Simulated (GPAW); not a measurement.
# Quasiparticle gap of SrAlGeH (P3m1) in GPAW

Aim: the G0W0 gap of SrAlGeH (P3m1) on LDA, step by step.

Calculated with GPAW 26.7.0; LDA and many-body steps on it, plane waves.

### 1. Starting point

The structure is trigonal, space group P3m1 (No. 156). Conventional cell: a = 4.266 Å, b = 4.266 Å, c = 4.967 Å, α = 90.00°, β = 90.00°, γ = 120.00°. Sr has 3 H at 2.51 Å nearest. Al has 1 H at 1.75 Å and 3 Ge at 2.52 Å nearest. Ge has 3 Al at 2.52 Å nearest. Nearest to H lie 1 Al at 1.75 Å and 3 Sr at 2.51 Å. Farther neighbours are not listed.

The cell and positions are those that the Materials Project relaxed with its own functionals (PBE, PBE+U or r2SCAN), kept fixed.

### 2. Ground state

This step: GPAW 26.7.0; DFT, LDA, plane waves, PAW.

The ground-state density comes first.

The input, run.py:

```python
import json
import numpy as np
from gpaw.mpi import world
from ase import Atoms
from gpaw import GPAW, PW, FermiDirac

atoms = Atoms(['Sr', 'Al', 'Ge', 'H'],
    cell=[[4.2657904268, 0.0000000000, 0.0000000000],
      [-2.1328952134, 3.6942828768, 0.0000000000],
      [0.0000000000, 0.0000000000, 4.9672680000]],
    scaled_positions=[[0.3333333333, 0.6666666667, 0.0046010000],
      [0.0000000000, 0.0000000000, 0.4580490000],
      [0.6666666667, 0.3333333333, 0.5612960000],
      [0.0000000000, 0.0000000000, 0.1052520000]],
    pbc=(True, True, True))
calc = GPAW(mode=PW(600),
    xc='LDA',
    kpts={'size': (6, 6, 6), 'gamma': True},
    occupations=FermiDirac(0.001),
    nbands=-8,
    convergence={'density': 1e-6, 'bands': -3},
    maxiter=100,
    txt='gs.txt')
atoms.calc = calc
res = {'energy': atoms.get_potential_energy()}
kpts = calc.get_ibz_k_points()
res['kpts'] = kpts
res['eigenvalues'] = [calc.get_eigenvalues(kpt=k) for k in range(len(kpts))]
res['n_electrons'] = calc.get_number_of_electrons()
calc.write('gs.gpw')

if world.rank == 0:
    with open('result.json', 'w') as f:
        json.dump(res, f, default=lambda x: x.tolist())
```

Started as:

```bash
$ mpirun -n 4 gpaw python run.py
```

Numbers of over 12 decimals in the logs are rounded to 6 here.

The program printed:

```text
__  _  _
 | _ |_)|_||  |
 |__||  | ||/\| - 26.7.0

Input parameters:
  mode=PW(ecut=600.0),
  convergence={'density': 1e-06, 'bands': -3},
  kpts=MonkhorstPack(size=(6, 6, 6), gamma=True),
  maxiter=100,
  nbands=-8,
  occupations=Occupations(name='fermi-dirac', width=0.001, fixmagmom=False),
  xc=XC(name='LDA')
  [... matrices ...]
Diagonalizing LCAO Hamiltonian
Converting LCAO to pw mode

             Ge

       Al
         Sr
       H

Atoms  # Å, Bohr magnetons
|   | symbol |         x |        y |        z |    initial magnetic moments |
| 0 |     Sr | -0.000000 | 2.462855 | 0.022854 | ( 0.0000,  0.0000,  0.0000) |
| 1 |     Al |  0.000000 | 0.000000 | 2.275252 | ( 0.0000,  0.0000,  0.0000) |
| 2 |     Ge |  2.132895 | 1.231428 | 2.788108 | ( 0.0000,  0.0000,  0.0000) |
| 3 |      H |  0.000000 | 0.000000 | 0.522815 | ( 0.0000,  0.0000,  0.0000) |

Unit cell  # Å
| periodic |         x |        y |        z |  lengths |     angles |
|      yes |  4.265790 | 0.000000 | 0.000000 | 4.265790 |  90.000000 |
|      yes | -2.132895 | 3.694283 | 0.000000 | 4.265790 |  90.000000 |
|      yes |  0.000000 | 0.000000 | 4.967268 | 4.967268 | 120.000000 |

Number of symmetries: 6
Symmetry operations  # r_c * U_cc + t_c -> r_c
|   | kind |            matrix            |
| 0 |  σ   |  1, 1, 0,  0,-1, 0,  0, 0, 1 |
| 1 |  E   |  1, 0, 0,  0, 1, 0,  0, 0, 1 |
| 2 |  C3  |  0, 1, 0, -1,-1, 0,  0, 0, 1 |
| 3 |  σ   |  0,-1, 0, -1, 0, 0,  0, 0, 1 |
| 4 |  σ   | -1, 0, 0,  1, 1, 0,  0, 0, 1 |
| 5 |  C3  | -1,-1, 0,  1, 0, 0,  0, 0, 1 |

BZ-sampling:
  Number of BZ points: 216
  Number of IBZ points: 34

  Monkhorst-Pack size: [6, 6, 6]
  Monkhorst-Pack shift: [0.083333, 0.083333, 0.083333]

K-points  # in reciprocal-cell coordinates
|     |                                coordinates |     weight |
|   0 | (  0.00000000,   0.00000000,   0.00000000) | 0.00462963 |
|   1 | (  0.00000000,   0.00000000,   0.16666667) | 0.00925926 |
|   2 | (  0.00000000,   0.00000000,   0.33333333) | 0.00925926 |
|   3 | (  0.00000000,   0.00000000,   0.50000000) | 0.00462963 |
|   4 | (  0.16666667,   0.00000000,  -0.33333333) | 0.02777778 |
|   5 | (  0.16666667,   0.00000000,  -0.16666667) | 0.02777778 |
|   6 | (  0.16666667,   0.00000000,   0.00000000) | 0.02777778 |
|   7 | (  0.16666667,   0.00000000,   0.16666667) | 0.02777778 |
|   8 | (  0.16666667,   0.00000000,   0.33333333) | 0.02777778 |
|   9 | (  0.16666667,   0.00000000,   0.50000000) | 0.02777778 |
| ... |                                            |            |
|  33 | (  0.50000000,   0.50000000,   0.50000000) | 0.01388889 |

Plane wave coefficients: 2660
Cutoff: 600.0 eV

Spin-components: 1 (collinear spins)
Bands:           17
Projectors:      18
Spin-degeneracy: 2
Datatype:        complex128

  Storage: CPU
  Wave functions: 24_534_944 bytes (6_133_736 per core)
  Projectors: 44_740_192 bytes (11_185_048 per core)
  [... matrices ...]
Parallelization:
  kpt:    4
  domain: 1
  band:   1

Density:
  Valence electrons: 18.0
  Components: 1
  Grid points: [25 25 30]
  Charge: 0.0  # |e|

Potential:
  Grid points: [25 25 30]

species:
  Sr:
    name:    Strontium
    Z:       38.0
    valence: 10
    core:    28
    charge:  0.0  # [|e|]
    compensation charges:
      type: gauss
      rc: 0.40  # [Å]
      lmax: 2
    cutoffs:
      filter: 2.39  # [Å]
      core: 1.85  # [Å]
    projectors
    | kind |    occ | energy [eV] | rcut [Å] |
    |   4s |  2.000 |     -40.901 |    1.291 |
    |   5s |  2.000 |      -3.641 |    1.291 |
    |   4p |  6.000 |     -22.864 |    1.291 |
    |    p |        |       4.348 |    1.291 |
    |    d |        |       0.000 |    1.254 |

    Using partial waves for Sr as LCAO basis

  Al:
    name:    Aluminium
    Z:       13.0
    valence: 3
    core:    10
    charge:  0.0  # [|e|]
    compensation charges:
      type: gauss
      rc: 0.34  # [Å]
      lmax: 2
    cutoffs:
      filter: 1.91  # [Å]
      core: 2.36  # [Å]
    projectors
    | kind |    occ | energy [eV] | rcut [Å] |
    |   3s |  2.000 |      -7.830 |    1.085 |
    |   3p |  1.000 |      -2.783 |    1.085 |
    |    s |        |      19.382 |    1.085 |
    |    p |        |      24.428 |    1.085 |
    |    d |        |       0.000 |    1.085 |

    Using partial waves for Al as LCAO basis

  Ge:
    name:    Germanium
    Z:       32.0
    valence: 4
    core:    28
    charge:  0.0  # [|e|]
    compensation charges:
      type: gauss
      rc: 0.32  # [Å]
      lmax: 2
    cutoffs:
      filter: 1.77  # [Å]
      core: 3.42  # [Å]
    projectors
    | kind |    occ | energy [eV] | rcut [Å] |
    |   4s |  2.000 |     -11.940 |    1.005 |
    |   4p |  2.000 |      -4.047 |    1.005 |
    |    s |        |      15.272 |    1.005 |
    |    p |        |      23.164 |    1.005 |
    |    d |        |       0.000 |    1.005 |

    Using partial waves for Ge as LCAO basis

  H:
    name:    Hydrogen
    Z:       1.0
    valence: 1
    core:    0
    charge:  0.0  # [|e|]
    compensation charges:
      type: gauss
      rc: 0.15  # [Å]
      lmax: 2
    cutoffs:
      filter: 0.85  # [Å]
      core: 0.53  # [Å]
    projectors
    | kind |    occ | energy [eV] | rcut [Å] |
    |   1s |  1.000 |      -6.353 |    0.476 |
    |    s |        |      20.858 |    0.476 |
    |    p |        |       0.000 |    0.476 |

    Using partial waves for H as LCAO basis

Reference energy: -150005.103043  # eV

eigensolver:
  PPCG
  Converge bands: -3
  niter=2

density mixing:
  MSR1-Mixer
  Pratt-step length: 0.05
  Maximum mixing coefficient: 0.75
  Old densities: 10
  SVD Regularization: 0.005
  Good broyden scale: 1.0
  Trust region scale: 1.0
  Backstep threshold: 4.0
  History deletion threshold: 6.0
  Fourier metric: weight=20.0, sigma=0.015

occupation numbers:
  Fermi-Dirac:
    width: 0.0010  # eV

poisson solver:
  ecut: 4800.0  # eV

xc functional:
  name: None

Initialization done in: 1.469 s

convergence criteria:
- Maximum integral of absolute [dens]ity change: 1e-06 electrons / valence electron
- Maximum [total energy] change in last 3 cyles: 0.0005 eV / valence electron
- Maximum integral of absolute [eigenst]ate change: 4e-08 eV^2 / valence electron
maximum number of iterations: 100

SCF iterations
|iter     |     time |      energy | eigst |  dens |
|iter:   1|  |  -17.530063 | +1.04 |       |
|iter:   2|  |  -17.464808 | +0.08 | -0.98 |
|iter:   3|  |  -17.059428 | -0.52 | -1.01 |
|iter:   4|  |  -17.031667 | -1.29 | -1.55 |
|iter:   5|  |  -17.031262 | -1.86 | -2.17 |
|iter:   6|  |  -17.031246c| -3.11 | -2.50 |
|iter:   7|  |  -17.031247c| -2.84 | -3.42 |
|iter:   8|  |  -17.031247c| -3.61 | -3.86 |
|iter:   9|  |  -17.031247c| -3.84 | -4.50 |
|iter:  10|  |  -17.031247c| -5.52 | -5.28 |
|iter:  11|  |  -17.031247c| -6.55 | -5.90 |
|iter:  12|  |  -17.031247c| -7.42c| -6.40c|

Converged in 12 steps
SCF loop duration: 9.057 s (0.755 s/step)
Energy contributions relative to reference atoms: (reference = -150005.103043)
  [... matrices ...]
Energy contributions:
  Kinetic:          19.524157
  Coulomb:         -15.105531
  Zero:             -0.251016
  External:          0.000000
  Xc:              -21.198857
  Entropy:          -0.000000
  Spinorbit:         0.000000
  ----------------------------
  Free energy:     -17.031247
  Extrapolated:    -17.031247

dipole moment: (-6.202509, -7.328471, -19.498055)  # |e|*Ang

Fermi level: 5.733
Eigenvalues  # (at kpt = [0.000, 0.000, 0.000])
| band index |      eig [eV] | occ [0-2] |
|          0 |       -29.795 |     2.000 |
|          1 |       -11.951 |     2.000 |
|          2 |       -11.789 |     2.000 |
|          3 |       -11.789 |     2.000 |
|          4 |        -4.539 |     2.000 |
|          5 |         0.674 |     2.000 |
|          6 |         3.876 |     2.000 |
|          7 |         4.710 |     2.000 |
|          8 |         4.710 |     2.000 |
|          9 |         6.538 |     0.000 |
|         10 |         8.419 |     0.000 |
|         11 |         8.419 |     0.000 |
|         12 |         9.652 |     0.000 |
|         13 |         9.652 |     0.000 |
|         14 |         9.744 |     0.000 |
|         15 |         9.838 |     0.000 |
|         16 |         9.838 |     0.000 |

Gap: 0.627 eV
Transition (v -> c):
  (s=0, k=3, n=8, [0.00, 0.00, 0.50]) -> (s=0, k=31, n=9, [0.50, 0.50, 0.17])
Direct/indirect transitions are different
Direct gap: 1.311 eV
Transition at: (s=0, k=30, n=8, [0.50, 0.50, 0.00])
# Writing to gs.gpw (mode='')
  [... matrices ...]
```

Elapsed: 13 s, on 4 MPI ranks of Arm Neoverse V1, shared host; peak memory 0.71 GiB; 45 s of CPU time.

This step gave:

* total energy: -17.03 eV
* gap: 0.6271 eV
* k of the valence top: 0, 0, 0.5
* k of the conduction bottom: 0.5, 0.5, 0.1667
* least direct gap: 1.311 eV

The gap is indirect, with the least direct gap 0.68 eV higher.

### 3. Empty states on the mesh, 3×3×2 mesh, 273 bands

The sums over transitions need many empty states on a uniform mesh; this step solves for them.

The input, run.py:

```python
import json
import numpy as np
from gpaw.mpi import world
from gpaw import GPAW

calc = GPAW('gs.gpw').fixed_density(kpts={'size': (3, 3, 2), 'gamma': True},
    parallel={'domain': 1, 'band': 1},
    txt='nscf.txt')
calc.diagonalize_full_hamiltonian(nbands=273)
calc.write('full.gpw', mode='all')
res = {}
kpts = calc.get_ibz_k_points()
res['kpts'] = kpts
res['eigenvalues'] = [calc.get_eigenvalues(kpt=k) for k in range(len(kpts))]
res['n_electrons'] = calc.get_number_of_electrons()

if world.rank == 0:
    with open('result.json', 'w') as f:
        json.dump(res, f, default=lambda x: x.tolist())
```

Started as:

```bash
$ mpirun -n 4 gpaw python run.py
```

The program printed:

```text
Diagonalizing LCAO Hamiltonian
Converting LCAO to pw mode
convergence criteria:
- Maximum integral of absolute [eigenst]ate change: 4e-08 eV^2 / valence electron
maximum number of iterations: 100

SCF iterations
|iter     |     time |      energy | eigst |  dens |
|iter:   1|  |             | +1.05 |       |
|iter:   2|  |             | +0.18 |       |
|iter:   3|  |             | -0.30 |       |
[...]
|iter:  26|  |             | -7.13 |       |
|iter:  27|  |             | -7.38 |       |
|iter:  28|  |             | -7.55c|       |
SCF steps: 28
  __  _  _
 | _ |_)|_||  |
 |__||  | ||/\| - 26.7.0

Input parameters:
  mode=PW(ecut=600.0),
  convergence={'density': 1e-06, 'bands': -3},
  gpts=array([25, 25, 30]),
  kpts=MonkhorstPack(size=(3, 3, 2), gamma=True),
  maxiter=100,
  nbands=17,
  occupations=Occupations(name='fermi-dirac', width=0.001, fixmagmom=False),
  parallel={'domain': 1, 'band': 1},
  xc=XC(name='LDA')
Matrix size: 2653x2653
# Writing to full.gpw (mode='all')
  [... matrices ...]

timing:  # [seconds]
  Total: 49.167  # ━━━━━━━━━━━━━━━━━━━━━━━━━━━━━━━━━━━━━━━━━━━━━━━━━━━━━━━━━━
```

Wall time 58 s (4 MPI ranks); peak memory 2.4 GiB.

This step gave:

* gap: 1.011 eV
* k of the valence top: 0, 0, 0.5
* k of the conduction bottom: 0.3333, 0, 0
* least direct gap: 1.360 eV
* k points computed: 6
* lowest point of the top converged band, above the valence top: 116.5699 eV

On this mesh the gap is 1.011 eV. The earlier step found 0.627 eV, so this mesh misses an edge.

### 4. Screening and self-energy, 3×3×2 mesh, 122 bands, screening to 78 eV

G0W0 replaces the xc potential by the self-energy, built once from these orbitals. Only a window of levels is corrected, while the sums run over the empty bands that the input names.

This step: G0W0 on LDA, plane waves, PAW.

The input, run.py:

```python
import json
import numpy as np
from gpaw.mpi import world
from gpaw.response.g0w0 import G0W0

gw = G0W0('full.gpw',
    filename='gw',
    kpts=[0, 1, 2],
    bands=(7, 11),
    ecut=78,
    nbands=122,
    integrate_gamma='WS',
    ppa=True)
gw.calculate()
res = {mode: {k: v for k, v in r.items() if k != 'sigma_eskwn'}
       for mode, r in gw.all_results.items()}

if world.rank == 0:
    with open('result.json', 'w') as f:
        json.dump(res, f, default=lambda x: x.tolist())
```

Started as:

```bash
$ mpirun -n 4 gpaw python run.py
```

The program printed:

```text
Using integrator: PointIntegrator
FrequencyGridDescriptor(from 0.000+0.000j to 0.000+27.211j eV, 2 points)
Nonperiodic BCs:  [False False False]
Using integrator: PointIntegrator
FrequencyGridDescriptor(from 0.000+0.000j to 0.000+27.211j eV, 2 points)
Nonperiodic BCs:  [False False False]
  ___  _ _ _
 |   || | | |
 | | || | | |
 |__ ||_____|
 |___|

BZ k-points: Symmetries present (total): 6

  [... matrices ...]
18 k-points: 3 x 3 x 2 Monkhorst-Pack grid + [0.000000,0.000000,1/4]
6 k-points in the irreducible part of the Brillouin zone
       k-points in crystal coordinates                weights
   0:     0.00000000    0.00000000    0.00000000          1/18
   1:     0.00000000    0.00000000    0.50000000          1/18
   2:     0.33333333    0.00000000    0.00000000          6/18
   3:     0.33333333    0.00000000    0.50000000          6/18
   4:     0.33333333    0.33333333    0.00000000          2/18
   5:     0.33333333    0.33333333    0.50000000          2/18

Distributing spins, k-points and bands (1 x 3 x 4) over 4 processes
Number of blocks: 1

Quasi particle states:
k-points (IBZ indices): [0, 1, 2]
Band range: (7, 11)
  [... matrices ...]
Computational parameters:
Plane wave cut-off: 78 eV
Number of bands: 122
Coulomb cutoff: None
Broadening: 0.1 eV

fxc modes: GW
Kernel: RPA
Using Godby-Needs plasmon-pole approximation:
  Fitting energy: i*E0, E0 = 1.000 Hartree
Summing all q:

Calculating screened Coulomb potential
No Coulomb truncation
FrequencyGridDescriptor(from 0.000+0.000j to 0.000+27.211j eV, 2 points)
Removing empty qpoint cache files...

Calculating chi0 body with:
    Ground state adapter containing:
    Number of spins: 1
    Number of kpoints: 18
    Number of irreducible kpoints: 6
    Number of completely occupied states: 9
    Number of partially occupied states: 9
    Occupied states memory: 2.574921 M / cpu

    Linear response parametrization:
    q_c: [0.0, 0.0, 0.0]
    Number of frequency points: 2
    Planewave cutoff: 78.0
    Number of bands: 122
    Number of planewaves: 121
    Broadening (eta): 1e-06
    comm.size: 4
    kncomm.size: 4
    blockcomm.size: 1

    Memory estimate of potentially large arrays:
        chi0_wGG: 0.446808 M / cpu
Integrating chi0 body.

Symmetries of q_c:
    Direct symmetries (Uq -> q): 6
    Indirect symmetries (TUq -> q): 6
In total 12 allowed symmetries.

  [... matrices ...]
6 groups of equivalent kpoints. 66.666667% reduction.

Integral kind: response function
Integrating chi0 head and wings.

Symmetries of q_c:
    Direct symmetries (Uq -> q): 6
    Indirect symmetries (TUq -> q): 6
In total 12 allowed symmetries.

  [... matrices ...]
6 groups of equivalent kpoints. 66.666667% reduction.

Integral kind: response function wings

Calculating chi0 body with:
    Ground state adapter containing:
    Number of spins: 1
    Number of kpoints: 18
    Number of irreducible kpoints: 6
    Number of completely occupied states: 9
    Number of partially occupied states: 9
    Occupied states memory: 2.574921 M / cpu

[... the further q-points ...]

Results:
f:      Occupation numbers
eps:     KS-eigenvalues [eV]
vxc:     KS vxc [eV]
exx:     Exact exchange [eV]
sigma:   Self-energies [eV]
dsigma:  Self-energy derivatives
Z:       Renormalization factors
qp:      QP-energies [eV]

k-point 0 (0): (0.000, 0.000, 0.000)                GW
band       f     eps     vxc     exx   sigma  dsigma       Z      qp
                                                                   GW
   7   1.000   4.710 -12.355 -13.599   1.089  -0.286   0.777   4.590
   8   1.000   4.710 -12.355 -13.599   1.089  -0.286   0.777   4.589
   9   0.000   6.538 -12.143  -7.671  -3.827  -0.279   0.782   7.041
  10   0.000   8.419 -11.311  -6.574  -4.205  -0.284   0.779   8.832

k-point 1 (1): (0.000, 0.000, 0.500)                GW
band       f     eps     vxc     exx   sigma  dsigma       Z      qp
                                                                   GW
   7   1.000   5.119 -12.798 -14.069   1.103  -0.285   0.778   4.989
   8   1.000   5.294 -11.680 -12.768   0.857  -0.284   0.779   5.114
   9   0.000   6.654 -13.539  -8.866  -3.833  -0.281   0.780   7.309
  10   0.000   7.175 -11.301  -6.704  -3.959  -0.273   0.786   7.676

k-point 2 (2): (0.333, 0.000, 0.000)                GW
band       f     eps     vxc     exx   sigma  dsigma       Z      qp
                                                                   GW
   7   1.000   4.023 -12.296 -13.981   1.414  -0.298   0.771   3.814
   8   1.000   4.393 -11.160 -12.214   0.917  -0.289   0.776   4.286
   9   0.000   6.305 -10.843  -6.656  -3.757  -0.274   0.785   6.643
  10   0.000   7.534 -11.013  -6.564  -3.947  -0.268   0.789   7.930
```

Wall time 21 s (4 MPI ranks); peak memory 1.3 GiB.

This step gave:

- G0W0 gap on the points computed: 1.528 eV
- least direct G0W0 gap on the computed points: 2.195 eV
- Z at the valence top: 0.7787
- Z at the conduction bottom: 0.7851
- starting gap on the mesh: 1.011 eV
- k of the valence top: 0, 0, 0.5
- k of the conduction bottom: 0.3333, 0, 0

The gap on the mesh goes from 1.01 eV to 1.53 eV, a correction of +0.52 eV. The start differs from the 0.63 eV found before because the two sample other k points.

Limits: finite bands, cutoff and mesh; no spin-orbit coupling; coarse k mesh. v1 is the top filled band, c1 the lowest empty one. The levels before and after the correction (eV, zero at the valence-band top of each column):

```csv
,conduction bottom,valence top
Kohn-Sham,1.01,0.00
G0W0,1.53,0.00
```

```csv
,level,energy (eV)
Kohn-Sham,(0 0 0.5) v2,-0.174
Kohn-Sham,(0 0 0.5) v1,0.000
Kohn-Sham,(0 0 0.5) c1,1.360
Kohn-Sham,(0 0 0.5) c2,1.881
Kohn-Sham,(0.333 0 0) v2,-1.271
Kohn-Sham,(0.333 0 0) v1,-0.901
Kohn-Sham,(0.333 0 0) c1,1.011
Kohn-Sham,(0.333 0 0) c2,2.240
G0W0,(0 0 0.5) v2,-0.126
G0W0,(0 0 0.5) v1,0.000
G0W0,(0 0 0.5) c1,2.195
G0W0,(0 0 0.5) c2,2.562
G0W0,(0.333 0 0) v2,-1.301
G0W0,(0.333 0 0) v1,-0.828
G0W0,(0.333 0 0) c1,1.528
G0W0,(0.333 0 0) c2,2.816
```

### 5. Where the time went

Times are wall times on 4 MPI ranks of Arm Neoverse V1, shared host, good to a factor of about two.

```csv
step,time,share,memory (GiB)
ground state,13 s,14 %,0.71
empty states on the mesh,58 s,63 %,2.4
screening and self-energy,21 s,23 %,1.3
```

### 6. Summary of results

- LDA gap: 0.63 eV, indirect
- G0W0 gap on the mesh: 1.53 eV
- G0W0 gap over the zone (rigid shift): 1.14 eV
- GW settings: 3×3×2 mesh, 122 bands, screening to 78 eV, Godby-Needs plasmon pole
- known limits: not at the basis limit; no spin-orbit coupling; coarse k mesh

What this shows: G0W0 moves the gap on the mesh from 1.01 eV to 1.53 eV (+0.52 eV), with Z of 0.78 and 0.79 at the edges. The mesh misses the band edges by 0.38 eV in all; a rigid shift gives 1.14 eV for the zone. Only 3 of the mesh's irreducible points were corrected, so a valley elsewhere could overtake. The dearest step here is «empty states on the mesh». Bands and cutoff are finite, so the gap is not at the basis limit. The miss can reach some tenths of an eV and take either sign; the mesh is an error of its own. These stock PAW sets were not made for GW; the filled d or f shell of Ge lies in the frozen core, which bears on start and correction. In the G0W0 run levels were corrected at 3 k points alone, so a gap called «on the mesh» is the least over those, and an edge elsewhere would be missed. A denser mesh or path gives a starting gap of 0.63 eV: the GW mesh misses a band edge, so its gaps are not the fundamental one. The 3×3×2 mesh is coarse for this cell, which bears on the long-range parts of exchange and screening. The many-body steps are scalar-relativistic: spin-orbit coupling is not in them.

[Paths, hosts, dates, memory and timing lines, banners, echoed tables and standing remarks are left out of the program output.]

[Logs are printed without paths, hosts, clocks, repeated set-up lines and the standing remarks that a program may print on its own settings, such as how far it seeks lower states.]

[Runs of the session that timed out or met a known fault of the program may be left out.]

[Hosts, paths, dates, database ids (printed as entryN), source tags and the programs' standing remarks are cut or masked in the printed files.]
